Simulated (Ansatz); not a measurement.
**Ta (Im-3m): Drude plasma energy against volume**

The cell of Ta (Im-3m) is scaled evenly and the response computed anew at each volume, on one mesh.

Symmetry: Im-3m, No. 229, cubic system. The conventional cell has a = 3.303 Å, b = 3.303 Å, c = 3.303 Å, α = 90.00°, β = 90.00°, γ = 90.00°. Ta on site a is surrounded by 8 Ta at 2.86 Å.

Method: Ansatz 0.2.0, PBE, independent particles, k-mesh 18×18×18 with interpolation inside its cells, Gaussian parameter 0.1 eV.

Launch of the response step: `ansatz run input.yaml --threads 4 --pin off --max-ram 8192MiB --backend cpu --events-out ev --progress --plain --runs-dir out`. The series took 33 s in all, on 4 threads of Intel(R) Xeon(R) Platinum 8488C (Sapphire Rapids), on a shared host.

```tsv
V/V₀	V (Å³, primitive cell)	Drude plasma energy (eV)
0.94	16.93	?
0.96	17.29	9.266
0.98	17.65	9.052
1.00	18.01	8.846
1.02	18.37	8.649
1.04	18.73	8.461
1.06	19.09	8.281
```

For small changes the quantity should be close to linear in ln V.

Working, on the rows shown:

| x = ln(V/V₀) | y = Drude plasma energy |
| --- | --- |
| -0.040822 | 9.266 |
| -0.0202027 | 9.052 |
| 0 | 8.846 |
| 0.0198026 | 8.649 |
| 0.0392207 | 8.461 |
| 0.0582689 | 8.281 |

Means: x̄ = 0.0093779, ȳ = 8.7592. Σ(x − x̄)(y − ȳ) = -0.06834, Σ(x − x̄)² = 0.006873. Slope = -0.06834 / 0.006873 = -9.944; intercept = ȳ − slope · x̄ = 8.8524. The line misses the rows shown by at most 0.008 eV.

**Question.** Predict the last column of the withheld row from the fit.

**Answer.** At x = -0.061875 the line gives y = 9.4677 eV. The run gave 9.489 eV, so the extrapolation is off by 0.021 eV, 1.8 % of the range in the table.

Between the rows on either side of x = 0 the slope is (8.649 − 9.052) / (0.019803 − (-0.020203)) = -10.07. So d ln ωp/d ln V = -1.14; free electrons would give −0.50. The values come from a sum over the points of one k-mesh and carry its error, which is largest for Fermi-surface quantities. Spin-orbit coupling is left out.

[Logs are printed without paths, hosts, clocks, repeated set-up lines and the standing remarks that a program may print on its own settings, such as how far it seeks lower states.]
